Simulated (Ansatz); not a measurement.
## MgPbS3 (model cell, started as cubic perovskite with Pb in the octahedra): following an unstable mode

Which phase does MgPbS3 (model cell, started as cubic perovskite with Pb in the octahedra) fall into along its unstable mode, and how much energy does it gain?

Method: DFT PBEsol, scalar-relativistic, plane waves, PAW; PAW set soft_1, in Ansatz 0.2.0.

The structure was built from a prototype and need not be the compound's stable phase.

**1. Starting point**

It takes space group Pm-3m (No. 221, cubic). Conventional cell: a = 5.069 Å, b = 5.069 Å, c = 5.069 Å, α = 90.00°, β = 90.00°, γ = 90.00°. Nearest to Mg lie 12 S at 3.58 Å. Pb has 6 S at 2.53 Å nearest. S has 2 Pb at 2.53 Å nearest. Farther neighbours and most contacts between anions are not listed.

Coordinates:

```cif
data_structure
_symmetry_space_group_name_H-M 'P 1'
_symmetry_Int_Tables_number 1
_cell_length_a 5.0695
_cell_length_b 5.0695
_cell_length_c 5.0695
_cell_angle_alpha 90.000
_cell_angle_beta 90.000
_cell_angle_gamma 90.000
_cell_volume 130.28
loop_
_atom_site_label
_atom_site_type_symbol
_atom_site_fract_x
_atom_site_fract_y
_atom_site_fract_z
_atom_site_occupancy
Mg1 Mg 0.00000 0.00000 0.00000 1
Pb2 Pb 0.50000 0.50000 0.50000 1
S3 S 0.50000 0.50000 0.00000 1
S4 S 0.50000 0.00000 0.50000 1
S5 S 0.00000 0.50000 0.50000 1
```

**2. The dispersion**

The cell comes from relaxations at this level that are not shown. Stability and thermal properties need the whole zone. Linear response on a 2×2×2 q mesh gives force constants as far as a supercell of that size would.

Input file input.yaml:

```yaml
crystal:
  lattice:
    - [5.0694638885, 0.0, 0.0]
    - [0.0, 5.0694638885, 0.0]
    - [0.0, 0.0, 5.0694638885]
  atoms:
    - { symbol: Mg, position: [0.0, 0.0, 0.0] }
    - { symbol: Pb, position: [0.5, 0.5, 0.5] }
    - { symbol: S, position: [0.5, 0.5, 0.0] }
    - { symbol: S, position: [0.5, 0.0, 0.5] }
    - { symbol: S, position: [0.0, 0.5, 0.5] }
kpoints:
  mp_grid: { grid: [8, 8, 8] }
hamiltonian:
  xc: pbesol
  pseudopotentials: { kind: paw, azcp: { folder: soft_1 }, xc_functional: pbe }
scf:
  occupations: { method: methfessel_paxton, width: 0.2 }
output:
  eigenvalues: true
phonons:
  method: dfpt
  qmesh: [2, 2, 2]
  temperatures: { t_max: 1000, t_step: 50 }
  qpath:
    path:
      - [[0.0, 0.0, 0.0], [0.0, 0.5, 0.0], [0.5, 0.5, 0.0], [0.0, 0.0, 0.0], [0.5, 0.5, 0.5], [0.0, 0.5, 0.0]]
      - [[0.5, 0.5, 0.5], [0.5, 0.5, 0.0]]
    npoints: 10
```

Started as:

```bash
$ ansatz run input.yaml --threads 8 --pin off --max-ram 16384MiB --backend cpu --events-out ev --progress --plain --runs-dir out
```

Numbers of over 12 decimals in the logs are rounded to 6 here.

The program printed:

```text
Engine: ansatz 0.2.0, aarch64-unknown-linux-gnu
Pseudopotentials: kind: paw
Pseudopotential: Mg, paw, valence charge 10, recommended cutoff 420 eV (normal), soft_1/Mg.paw.azcp
Pseudopotential: Pb, paw, valence charge 14, recommended cutoff 420 eV (normal), soft_1/Pb.paw.azcp
Pseudopotential: S, paw, valence charge 6, recommended cutoff 420 eV (normal), soft_1/S.paw.azcp
Functional definition: PBEsol
  exchange = pbesol_x
  correlation = pbesol_c
Crystal: 5 atoms, lattice volume = 130.283 Å³
Basis set: ecut = 420 eV, 2517 PW (Γ), exchange–correlation on 72×72×72 points (8 copies of the dense FFT grid, shifted against one another)
Bands: 26, of which v1, the nominal top of the filled ones, is band 21 counted from 1 (20 counted from 0)
Symmetry: 48 space group operations
k-points: 35 of 512
Non-local potential: Mg, projectors of the file, l = 0: 3, l = 1: 2, l = 2: 1
Non-local potential: Pb, projectors of the file, l = 0: 2, l = 1: 2, l = 2: 2, l = 3: 1
Non-local potential: S, projectors of the file, l = 0: 2, l = 1: 2, l = 2: 1
PAW form: soft (Blöchl's): semilocal exchange-correlation on the pseudo side does not see the compensation charge
PAW frozen core: Mg, regenerated for the run's functional, and the local potential with it (the file was generated under x = pbe(κ = 0.804, μ = 0.219515), c = pbe(β = 0.066725))
PAW frozen core: Pb, regenerated for the run's functional, and the local potential with it (the file was generated under x = pbe(κ = 0.804, μ = 0.219515), c = pbe(β = 0.066725))
PAW frozen core: S, regenerated for the run's functional, and the local potential with it (the file was generated under x = pbe(κ = 0.804, μ = 0.219515), c = pbe(β = 0.066725))
PAW one-centre angular grid: Mg, 110 points (default); XC on 64 Gauss nodes
PAW one-centre angular grid: Pb, 590 points (default); XC on 64 Gauss nodes
PAW one-centre angular grid: S, 110 points (default); XC on 64 Gauss nodes
Initial density: superposition of atomic densities (chi_scale 0.1, normalization cell, long waves kept (reshape's long-wave potential 0.01 eV rms))
Initial wavefunctions: pseudopotential atomic-orbital guess
Functional: x = pbesol(κ = 0.804, μ = 0.123457), c = pbesol(β = 0.046)
SCF iter   1: F=—  HF=-16323.170799 eV  |F-HF|=—  |Δ(HF+E_count)|=         —  Δρ=3.53e-2  dr2=2.12e0  ethr=3.10e-3  ⟨swp⟩=7.1  Hψ=4881  notcnv=0
preconditioner: auto → Kerker (q_TF=auto, 2.259 Å⁻¹)  [metal: Δε(μ)=0.014 eV  Ē_g=11.219 eV  σ=0.200 eV  W_gap=0.06  n_scr=26 (ndim 8)  ℏωp=19.0 eV  f_vac=0.000  D(μ)=3.49/eV (n_scr^D=26)]
SCF iter   2: F=—  HF=-16322.723724 eV  |F-HF|=—  |Δ(HF+E_count)|=   4.47e-1  S|Δr|=    0.00e0  Δρ=1.92e-2  dr2=6.02e-1  ethr=3.10e-3  ⟨swp⟩=3.3  Hψ=1989  notcnv=0  defer=10
SCF iter   3: F=—  HF=-16322.629833 eV  |F-HF|=—  |Δ(HF+E_count)|=   9.39e-2  S|Δr|=    0.00e0  Δρ=4.22e-3  dr2=4.25e-2  ethr=1.43e-3  ⟨swp⟩=2.3  Hψ=1415  notcnv=0  defer=10
SCF iter   4: F=—  HF=-16322.631406 eV  |F-HF|=—  |Δ(HF+E_count)|=   1.57e-3  S|Δr|=    0.00e0  Δρ=1.30e-3  dr2=5.75e-3  ethr=1.01e-4  ⟨swp⟩=2.7  Hψ=1679  notcnv=0  defer=9
SCF iter   5: F=—  HF=-16322.630603 eV  |F-HF|=—  |Δ(HF+E_count)|=   8.03e-4  S|Δr|=    0.00e0  Δρ=4.83e-4  dr2=7.71e-4  ethr=1.37e-5  ⟨swp⟩=1.5  Hψ=948  notcnv=0  defer=9
SCF iter   6: F=—  HF=-16322.630322 eV  |F-HF|=—  |Δ(HF+E_count)|=   2.81e-4  S|Δr|=    0.00e0  Δρ=1.85e-4  dr2=3.11e-5  ethr=1.83e-6  ⟨swp⟩=2.0  Hψ=1490  notcnv=0  defer=9
SCF iter   7: F=—  HF=-16322.630327 eV  |F-HF|=—  |Δ(HF+E_count)|=   4.45e-6  S|Δr|=    0.00e0  Δρ=3.65e-5  dr2=1.92e-6  ethr=7.39e-8  ⟨swp⟩=2.1  Hψ=1644  notcnv=0  defer=9
SCF iter   8: F=—  HF=-16322.630329 eV  |F-HF|=—  |Δ(HF+E_count)|=   1.93e-6  S|Δr|=    0.00e0  Δρ=1.34e-5  dr2=3.98e-7  ethr=4.57e-9  ⟨swp⟩=2.0  Hψ=1595  notcnv=0  defer=10
SCF iter   9: F=—  HF=-16322.630329 eV  |F-HF|=—  |Δ(HF+E_count)|=   1.81e-7  S|Δr|=    0.00e0  Δρ=3.99e-6  dr2=5.79e-8  ethr=9.49e-10  ⟨swp⟩=2.7  Hψ=1594  notcnv=0  defer=10
SCF iter  10: F=—  HF=-16322.630329 eV  |F-HF|=—  |Δ(HF+E_count)|=   1.90e-9  S|Δr|=    0.00e0  Δρ=1.43e-6  dr2=5.04e-9  ethr=1.38e-10  ⟨swp⟩=2.7  Hψ=1670  notcnv=0  defer=10
SCF iter  11: F=—  HF=-16322.630329 eV  |F-HF|=—  |Δ(HF+E_count)|=  3.27e-10  S|Δr|=    0.00e0  Δρ=3.30e-7  dr2=1.31e-10  ethr=1.20e-11  ⟨swp⟩=2.4  Hψ=1459  notcnv=0  defer=10
SCF iter  12: F=—  HF=-16322.630329 eV  |F-HF|=—  |Δ(HF+E_count)|=  5.82e-11  S|Δr|=    0.00e0  Δρ=9.82e-8  dr2=1.70e-11  ethr=1.00e-12  ⟨swp⟩=2.3  Hψ=1400  notcnv=0  defer=10
SCF iter  13: F=-16322.630329 eV  HF=-16322.630329 eV  |F-HF|=1.82e-12  |Δ(HF+E_count)|=  5.46e-12  S|Δr|=    0.00e0  Δρ=2.68e-8  dr2=1.05e-12  ethr=1.00e-12  ⟨swp⟩=10.3  Hψ=4931  notcnv=0
SCF 1 converged in 13 iterations: F = -16322.630329 eV  dr2 = 1.05e-12
  greatest PAW one-centre occupation: 1.000 electrons in one spin orbital (limit 2), on the Mg atom at site 0 (counted from 0), in its partial waves of l = 0
Initial density: read from a saved state, or passed on in memory by an earlier SCF of this step, an earlier step, the calling program or the single point that the run made first
iter 1 solved again at ethr=3.21e-8 eV; its pass at ethr=3.10e-3 eV (dr2=1.35e-5 eV) is discarded
SCF iter   1: F=—  HF=-16322.630328 eV  |F-HF|=—  |Δ(HF+E_count)|=         —  Δρ=4.98e-7  dr2=3.29e-10  ethr=3.21e-8  ⟨swp⟩=4.9  Hψ=8075  notcnv=0
eigensolver tolerance schedule: the retry pair's looser diagonalisation over-reported the residual by 40913.10 of it (diagonalisation noise at 0.73 of the residual, at the tolerance the schedule requests for it); recorded, not acted on — ethr = c·dr2/N_el stays at c = 1.0e-1
preconditioner: auto → Kerker (q_TF=auto, 2.259 Å⁻¹)  [metal: Δε(μ)=0.016 eV  Ē_g=11.499 eV  σ=0.200 eV  W_gap=0.07  n_scr=26 (ndim 8)  ℏωp=19.0 eV  f_vac=0.000  D(μ)=3.14/eV (n_scr^D=18)]
SCF iter   2: F=—  HF=-16322.630329 eV  |F-HF|=—  |Δ(HF+E_count)|=   9.11e-7  S|Δr|=    0.00e0  Δρ=2.39e-7  dr2=6.11e-11  ethr=1.00e-12  ⟨swp⟩=5.1  Hψ=2856  notcnv=0
SCF iter   3: F=—  HF=-16322.630329 eV  |F-HF|=—  |Δ(HF+E_count)|=  1.82e-11  S|Δr|=    0.00e0  Δρ=1.54e-7  dr2=2.73e-11  ethr=1.00e-12  ⟨swp⟩=1.0  Hψ=910  notcnv=0
SCF iter   4: F=—  HF=-16322.630329 eV  |F-HF|=—  |Δ(HF+E_count)|=    0.00e0  S|Δr|=    0.00e0  Δρ=8.86e-8  dr2=1.03e-11  ethr=1.00e-12  ⟨swp⟩=1.0  Hψ=910  notcnv=0
SCF iter   5: F=-16322.630329 eV  HF=-16322.630329 eV  |F-HF|=1.82e-12  |Δ(HF+E_count)|=  1.82e-12  S|Δr|=    0.00e0  Δρ=5.84e-8  dr2=4.67e-12  ethr=1.00e-12  ⟨swp⟩=5.4  Hψ=2671  notcnv=0
SCF 2 converged in 5 iterations: F = -16322.630329 eV  dr2 = 4.67e-12
phonons: the bands overlap, so this run is a metal and interpolates without the dipole-dipole term. If the crystal is really an insulator or semiconductor, its LO-TO splitting is missing
NSCF: frozen V_eff on 35 k-points
NSCF: frozen V_eff on 125 k-points
DFPT response loops at q = (0, 0, 0) (fractional): preconditioner auto → Kerker (q_TF=auto, 2.259 Å⁻¹) (partly filled bands, converged f_vac=0.000); β = 1.00, the filter's whole step (`scf.mixing.beta` (0.50) is not read by the response loops under this deck's `scf.mixing.preconditioner`; to damp them name `kerker` or `kerker_dos`, under which they read `scf.mixing.beta`, and type it under 1.00, their step now; both keys bind the ground state too); Broyden in place of MSR1
NSCF: frozen V_eff on 250 k-points
DFPT response loops at q = (0, 0, -0.5) (fractional): mixed as the last ones told, above
NSCF: frozen V_eff on 250 k-points
DFPT response loops at q = (0, -0.5, -0.5) (fractional): mixed as the last ones told, above
NSCF: frozen V_eff on 250 k-points
DFPT response loops at q = (-0.5, -0.5, -0.5) (fractional): mixed as the last ones told, above
SCF converged after 13 iterations
Stability not checked: this state was not tested for a lower state beside it, because cold or Methfessel-Paxton smearing, or corrected tetrahedra, fill the levels in a way that the test cannot read (fill_not_monotonic; see scf.lower_state_search)
Free energy (F): -16322.630329 eV
Harris-Foulkes:  -16322.630329 eV  (|F-HF|=1.82e-12)
Internal energy: -16322.625266 eV  (E = F + TS)
E sigma→0 (E₀):  -16322.629063 eV
Entropy (-TS):   -0.005063 eV (-1.013 meV/atom)
Fermi energy:    5.085758 eV
--- Per-component energies (eV) ---
  E_band       = -492.703096
  E_kinetic    = 678.163495
  E_local      = -3613.942748  (includes V_loc(G=0)·N_el)
  E_nonlocal   = 611.797421
  E_hartree    = 1301.019990
  E_xc         = -488.798525
  E_vxc        = -412.903264  (∫ρ·V_xc dr)
  E_paw        = -12319.098392  (= ΣΔE_a)
  E_vpaw       = -357.857775  (= ΣTr[D̂ρ^β])
  E_aug_tail   = -0.000161  (compensation charges beyond the density's cutoff)
  E_ewald      = -2492.073227
  E_core_change = 0.306881  (= ΣΔE_core)
  E_smearing   = -0.005063  (= −TS)
  E_closure    = -0.000000  (closes the sum)
  Σ components = -16322.630329   (vs F -16322.630329, Δ=0.00e0)
--- Band table (eV; the first three rows and the last of 35) ---
  k-point 0: bands = [... 17 lower, 4.1802, 4.1802, 4.2280, 4.2280, 4.2280, 4.8393, 10.5057, 10.5057, ... 1 higher]
  k-point 1: bands = [... 17 lower, 4.1139, 4.1139, 4.1605, 4.2186, 4.2186, 5.3948, 10.1691, 10.7226, ... 1 higher]
  k-point 2: bands = [... 17 lower, 3.9096, 3.9096, 4.0080, 4.2407, 4.2407, 6.2272, 9.4148, 10.3838, ... 1 higher]
  k-point 34: bands = [... 17 lower, 4.7321, 4.7768, 5.3349, 5.3349, 5.3349, 8.2922, 8.2922, 8.2922, ... 1 higher]
--- Phonons (Γ-DFPT): 4 representative perturbations + reference (Σ response iterations 12) ---
  ASR residual: 3.217e-5 → 0.000e0 eV/Å²; symmetrization residual: 9.680e-6 eV/Å²
  ASR residual per site (eV/Å²): 3.22e-5 1.08e-5 9.78e-6 9.78e-6 9.78e-6
  Γ frequencies (cm⁻¹): -199.19 -199.19 -199.19 -191.12 -191.12 -191.12 0.00 0.00 0.00 2.76 2.76 2.76 358.15 358.15 358.15
--- Phonons (arbitrary-q DFPT): 4 irreducible q on the 2×2×2 mesh ---
  q = [0.0000, 0.0000, 0.0000] (star 1, of the zone-centre solve; hermiticity 1.43e-6, symmetrization 9.70e-13): -199.19 -199.19 -199.19 -191.12 -191.12 -191.12 -0.00 0.00 0.00 2.76 2.76 2.76 358.15 358.15 358.15
  q = [0.0000, 0.0000, -0.5000] (star 3, 9 solved perturbations in 975 linear systems a pass and spin channel, the states on 125 of 512 k-point pairs; hermiticity 1.04e-6, symmetrization 1.39e-12): -201.20 -191.36 -191.36 -137.70 -137.70 -131.26 -122.15 -68.91 -68.91 28.14 28.14 132.50 329.63 359.68 359.68
  q = [0.0000, -0.5000, -0.5000] (star 3, 9 solved perturbations in 975 linear systems a pass and spin channel, the states on 125 of 512 k-point pairs; hermiticity 1.21e-6, symmetrization 9.87e-13): -204.37 -204.37 -185.56 -141.77 -137.31 -137.31 -60.69 -45.86 -45.86 40.93 133.81 133.81 312.08 348.88 360.80
  q = [-0.5000, -0.5000, -0.5000] (star 1, 4 solved perturbations in 350 linear systems a pass and spin channel, the states on 125 of 512 k-point pairs; hermiticity 6.63e-7, symmetrization 1.70e-12): -200.14 -200.14 -200.14 -190.90 -190.90 -190.90 100.75 100.75 100.75 134.28 134.28 134.28 310.84 310.84 374.23
  sum rule: each row above includes the acoustic sum rule's correction from the zone centre's row sums; it moved no ω² by more than (0.60 cm⁻¹)²
  mesh force constants: q→R imaginary residual 4.60e-18; ASR residual 3.217e-5 → 0.000e0 eV/Å²; symmetrization residual 1.243e-14 eV/Å²
  interpolated dispersion: 62 rows × 15 modes
  density of states and harmonic sums: on the 12×12×12 q-mesh, interpolated from the force constants of a 2×2×2 supercell (no non-analytic term)
  largest difference from the sums on the solved wave vectors: F 1.46e-2 eV, S 7.12e-5 and C_V 4.42e-5 eV/K
  zero-point energy: 0.083720 eV/cell   skipped modes (ω ≤ 0): 679, of them read as no rigid motion or as one in doubt: 676 (8.112e0 modes/cell left out, lowest -204.37 cm⁻¹)   left out of the sums: 5.41e-1 of the cell's modes: C_V's classical limit lies that fraction below 3 k_B per atom; for a crystal, a wire or a layer, F and S can be off by more, and a phonons.interpolated_qmesh denser along its periods is the remedy for the sampling
```

The job ended after 2.2 min (8 threads of Arm Neoverse V1, shared host; peak memory 1.4 GiB).

Reading the cycles: dr2 is the Hartree energy of the density residual (eV), the measure of convergence; HF is the Harris–Foulkes estimate of the energy, which meets the free energy F at convergence.

Numbers from this step:

```yaml
volume_per_atom: 26.06 Å³
gap_on_the_k_mesh: 0 eV
sum_rule_residual_before_enforcement: 3.22e-5 eV/Å²
lowest_frequency_on_the_path: -204.4 cm⁻¹
point_group: m-3m
highest_frequency_on_the_path_or_at_a_solved_wavevector: 374.2 cm⁻¹
highest_optical_mode_at_the_zone_centre_no_lo_to_term: 358.1 cm⁻¹
lowest_optical_zone_centre_mode: -199.2 cm⁻¹
lowest_mode_on_the_q_mesh_acoustic_modes_at_gamma_apart: -204.4 cm⁻¹
```

Frequencies (cm⁻¹) solved at each irreducible wavevector; negative means imaginary. Frequencies by wavevector, by row:

```csv
q in reciprocal lattice units,star,mode 1,mode 2,mode 3,mode 4,mode 13,mode 14,mode 15
0 0 0,1,-199.2,-199.2,-199.2,-191.1,358.1,358.1,358.1
0 0 -0.5,3,-201.2,-191.4,-191.4,-137.7,329.6,359.7,359.7
0 -0.5 -0.5,3,-204.4,-204.4,-185.6,-141.8,312.1,348.9,360.8
-0.5 -0.5 -0.5,1,-200.1,-200.1,-200.1,-190.9,310.8,310.8,374.2
```

Interpolated from a 2×2×2 q mesh. The phonon branches at the labelled points (cm⁻¹):

```csv
point,branch 1,branch 2,branch 3,branch 4,branch 12,branch 13,branch 14,branch 15
Γ,-199,-199,-199,-191,3,358,358,358
halfway,-196,-195,-195,-177,90,345,359,359
X,-201,-191,-191,-138,132,330,360,360
halfway,-203,-190,-183,-177,133,324,353,360
M,-204,-204,-186,-142,134,312,349,361
halfway,-199,-190,-186,-184,94,337,354,360
Γ,-199,-199,-199,-191,3,358,358,358
halfway,-196,-196,-188,-169,97,337,337,364
R,-200,-200,-200,-191,134,311,311,374
halfway,-197,-190,-188,-186,133,321,337,367
X,-201,-191,-191,-138,132,330,360,360
jump to R,-200,-200,-200,-191,134,311,311,374
halfway,-201,-201,-188,-179,134,312,329,370
M,-204,-204,-186,-142,134,312,349,361
```

Symmetry leaves 4 wavevectors to solve. The lowest mode among them, the acoustic zeros apart, lies at q = (0, -0.5, -0.5) and is imaginary, 204.4i cm⁻¹, so the energy falls along it.

**3. The mode frozen in, largest atomic shift 0 Å**

The mode followed lies at q = (0, -0.5, -0.5) with frequency 204.4i cm⁻¹ and is 2-fold degenerate, the softest among the wavevectors solved. At small amplitude the distorted cell has space group no. 51 by a symmetry search on the positions. The undistorted cell that holds it gives the zero of energy on the same k mesh.

System of this step: MgPbS3 (model cell, started as cubic perovskite with Pb in the octahedra). Symmetry: Pm-3m, No. 221, cubic system. The conventional cell has a = 5.069 Å, b = 5.069 Å, c = 5.069 Å, α = 90.00°, β = 90.00°, γ = 90.00°. Nearest to Mg lie 12 S at 3.58 Å. Nearest to Pb lie 6 S at 2.53 Å. S has 2 Pb at 2.53 Å nearest. Nearest to S lie 2 Pb at 2.53 Å. Farther neighbours and most contacts between anions are not listed.

Input file input.yaml:

```yaml
crystal:
  lattice:
    - [-5.0694638885, 0.0, 0.0]
    - [0.0, -5.0694638885, -5.0694638885]
    - [0.0, -5.0694638885, 5.0694638885]
  atoms:
    - { symbol: Mg, position: [1.0, 0.5, 0.5] }
    - { symbol: Mg, position: [1.0, 0.0, 0.0] }
    - { symbol: Pb, position: [0.5, 0.0, 0.5] }
    - { symbol: Pb, position: [0.5, 0.5, 0.0] }
    - { symbol: S, position: [0.5, 0.25, 0.25] }
    - { symbol: S, position: [0.5, 0.75, 0.75] }
    - { symbol: S, position: [0.5, 0.75, 0.25] }
    - { symbol: S, position: [0.5, 0.25, 0.75] }
    - { symbol: S, position: [1.0, 0.0, 0.5] }
    - { symbol: S, position: [1.0, 0.5, 0.0] }
kpoints:
  mp_grid: { grid: [8, 6, 6] }
hamiltonian:
  xc: pbesol
  pseudopotentials: { kind: paw, azcp: { folder: soft_1 }, xc_functional: pbe }
scf:
  occupations: { method: methfessel_paxton, width: 0.2 }
output:
  forces: true
  stress: true
  eigenvalues: true
```

The program printed:

```text
[...]
Crystal: 10 atoms, lattice volume = 260.565 Å³
Basis set: ecut = 420 eV, 5061 PW (Γ), exchange–correlation on 72×96×96 points (8 copies of the dense FFT grid, shifted against one another)
Bands: 52, of which v1, the nominal top of the filled ones, is band 42 counted from 1 (41 counted from 0)
Symmetry: 32 space group operations
[...]
k-points: 50 of 288
[...]
k-point 0: bands = [... 38 lower, 4.2132, 4.2132, 4.2196, 4.7193, 4.8377, 5.2978, 6.5766, 8.0469, ... 6 higher]
  k-point 1: bands = [... 38 lower, 4.1480, 4.1822, 4.2610, 4.4591, 5.1760, 5.3356, 6.5008, 7.1896, ... 6 higher]
  k-point 2: bands = [... 38 lower, 4.0776, 4.0844, 4.0967, 4.4184, 4.9307, 5.5326, 6.0737, 6.9469, ... 6 higher]
  k-point 49: bands = [... 38 lower, 4.7048, 4.7048, 5.2851, 5.2851, 6.5739, 6.5739, 8.0400, 8.0400, ... 6 higher]
[key lines of the parts left out:]
SCF converged after 9 iterations
Free energy (F): -32645.253907 eV
Fermi energy:    5.038488 eV
P = ⅓ Tr σ = 0.1149 GPa (1.149 kbar)
```

Run time: 6.1 s. Hardware: 8 threads; peak memory 1.1 GiB.

Numbers from this step:

```yaml
pressure: 0.1149 GPa
energy_from_the_undistorted_cell: 0 meV/atom
```

The run ends at a pressure of 0.11 GPa.

**4. The mode frozen in, largest atomic shift 0.6 Å**

The atoms are moved along the unstable eigenvector, the largest shift by 0.6 Å, with the cell fixed.

input.yaml, the sections that differ from step 3:

```yaml
crystal:
  lattice:
    - [-5.0694638885, 0.0, 0.0]
    - [0.0, -5.0694638885, -5.0694638885]
    - [0.0, -5.0694638885, 5.0694638885]
  atoms:
    - { symbol: Mg, position: [1.0, 0.5836901254, 0.5] }
    - { symbol: Mg, position: [1.0, -0.0836901254, 0.0] }
    - { symbol: Pb, position: [0.5, 0.003057311, 0.5] }
    - { symbol: Pb, position: [0.5, 0.496942689, 0.0] }
    - { symbol: S, position: [0.5, 0.25, 0.25] }
    - { symbol: S, position: [0.5, 0.75, 0.75] }
    - { symbol: S, position: [0.5, 0.75, 0.25] }
    - { symbol: S, position: [0.5, 0.25, 0.75] }
    - { symbol: S, position: [1.0, -0.07977082, 0.5] }
    - { symbol: S, position: [1.0, 0.57977082, 0.0] }
# kpoints, hamiltonian, scf, output: as in step 3
```

The program printed:

```text
[...]
Crystal: 10 atoms, lattice volume = 260.565 Å³
Basis set: ecut = 420 eV, 5061 PW (Γ), exchange–correlation on 72×96×96 points (8 copies of the dense FFT grid, shifted against one another)
Bands: 52, of which v1, the nominal top of the filled ones, is band 42 counted from 1 (41 counted from 0)
Symmetry: 8 space group operations
[...]
k-points: 80 of 288
[...]
k-point 0: bands = [... 38 lower, 4.3052, 4.3607, 4.4658, 4.8638, 5.3565, 5.4056, 7.1722, 8.2908, ... 6 higher]
  k-point 1: bands = [... 38 lower, 4.3181, 4.3580, 4.4107, 4.6041, 5.2261, 5.7519, 7.1573, 7.2043, ... 6 higher]
  k-point 2: bands = [... 38 lower, 4.2134, 4.2661, 4.4799, 4.5101, 4.9991, 5.9623, 6.3705, 7.1474, ... 6 higher]
  k-point 79: bands = [... 38 lower, 4.5289, 4.5289, 4.9871, 4.9871, 6.8799, 6.8799, 7.1943, 7.1943, ... 6 higher]
[key lines of the parts left out:]
SCF converged after 9 iterations
Free energy (F): -32646.923770 eV
Fermi energy:    5.110798 eV
P = ⅓ Tr σ = 1.6764 GPa (16.764 kbar)
```

Wall time 11 s (8 threads); peak memory 1.3 GiB.

This step gave:

* pressure: 1.676 GPa
* energy from the undistorted cell: -166.7 meV/atom

The energy, extrapolated to zero smearing, is -166.75 meV/atom against the undistorted cell.

The run ends at a pressure of 1.68 GPa, with forces up to 0.40 eV/Å.

[end of part 1 of 3]

[Logs are printed without paths, hosts, clocks, repeated set-up lines and the standing remarks that a program may print on its own settings, such as how far it seeks lower states.]

[Hosts, paths, dates, database ids (printed as entryN), source tags and the programs' standing remarks are cut or masked in the printed files.]
